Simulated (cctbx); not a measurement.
## Diagnosing a refinement

Cell a = 9.7680 Å, b = 9.7680 Å, c = 9.7680 Å, α = 90.00°, β = 90.00°, γ = 90.00°; space group Pm-3n (no. 223). The compound is Sm3AlSn12Ru4.

The data are simulated with cctbx, not measured: synchrotron X-rays, λ = 0.6889 Å, to d = 0.6 Å, 50 % of the full sphere, strongest reflection 5000 counts, noise from counting, a 6 % proportional error and a noise floor of 2 counts (s.d.); no absorption, and some extinction, which the refinements don't model.

An anisotropic refinement with weights 1/σ² prints:

```text
Rint 0.073, 437 unique reflections to 0.60 A
cycle     R1     wR2    GooF  max shift (A)
   1  0.0661  0.1711   5.476   0.00039
   2  0.0294  0.0902   2.885   0.00000
final R1 0.0295 wR2 0.0902 GooF 2.885  parameters 11  data/parameter 39.7
atom        x        y        z      Ueq    occ   su(xyz)  su(Uiso or U11)
Sm1    0.25000  0.50000  0.00000   0.0082  1.000  0.00000  0.0004
Sn1    0.00000  0.70435  0.84777   0.0084  1.000  0.00006  0.0002
Ru1    0.75000  0.75000  0.75000   0.0110  1.000  0.00000  0.0002
Al1    0.00000  0.00000  0.00000   0.0118  1.000  0.00000  0.0017
difference map: max 9.86 min -2.71 rms 0.69
Q1    0.0000  0.2500  0.5000    6    9.86  0.00 A from Sm1
Q2    0.0000  0.5000  0.1730   12    3.23  2.01 A from Sn1
Q3    0.0000  0.5000  0.2500    6    2.48  2.21 A from Sn1
Q4    0.0000  0.0932  0.3983   24    1.99  1.83 A from Sm1
Q5    0.0000  0.2211  0.3316   24    1.90  1.67 A from Sm1
Q6    0.0858  0.0913  0.4051   48    1.81  1.54 A from Sn1
```

**Question.** Can this result stand? If not, what is the likely fault?

Mend it. The fault: dispersion terms of the wrong wavelength (1.54184 Å). Against the right model at the same level, R1 goes from 0.0147 to 0.0295 and GooF from 0.96 to 2.88, U of Sm1 shrinks from 0.0115 to 0.0082 Å² and the top difference peak, 9.9 e/Å³, lies on Sm1. f′ and f″ must be those of the data's wavelength; the error mimics a mistyped heavy atom. The signs are weak, and the output alone doesn't single this fault out.

The compound is Sm3AlSn12Ru4. The right model at the same level gives:

```text
Rint 0.073, 437 unique reflections to 0.60 A
cycle     R1     wR2    GooF  max shift (A)
   1  0.0248  0.0577   1.847   0.00018
   2  0.0147  0.0302   0.965   0.00000
final R1 0.0147 wR2 0.0302 GooF 0.965  parameters 11  data/parameter 39.7
atom        x        y        z      Ueq    occ   su(xyz)  su(Uiso or U11)
Sm1    0.25000  0.50000  0.00000   0.0115  1.000  0.00000  0.0001
Sn1    0.00000  0.70440  0.84780   0.0069  1.000  0.00002  0.0001
Ru1    0.75000  0.75000  0.75000   0.0085  1.000  0.00000  0.0001
Al1    0.00000  0.00000  0.00000   0.0104  1.000  0.00000  0.0005
difference map: max 1.33 min -2.55 rms 0.36
Q1    0.0000  0.0929  0.3935   24    1.39  1.85 A from Sm1
Q2    0.0814  0.0998  0.4151   48    1.20  1.67 A from Sn1
Q3    0.0000  0.2226  0.3307   24    1.19  1.68 A from Sm1
Q4    0.1084  0.1472  0.3507   48    1.09  1.59 A from Sn1
Q5    0.0000  0.4478  0.2659   24    1.05  1.86 A from Sn1
Q6    0.0000  0.5000  0.1519   12    0.93  2.00 A from Sn1
```

The model was made for the exercise: a known structure type with other elements put in, its volume estimated, not relaxed; displacement parameters are assumed.

[Middle refinement cycles are left out of these outputs.]

[Logs are printed without paths, hosts, clocks, repeated set-up lines and the standing remarks that a program may print on its own settings, such as how far it seeks lower states.]
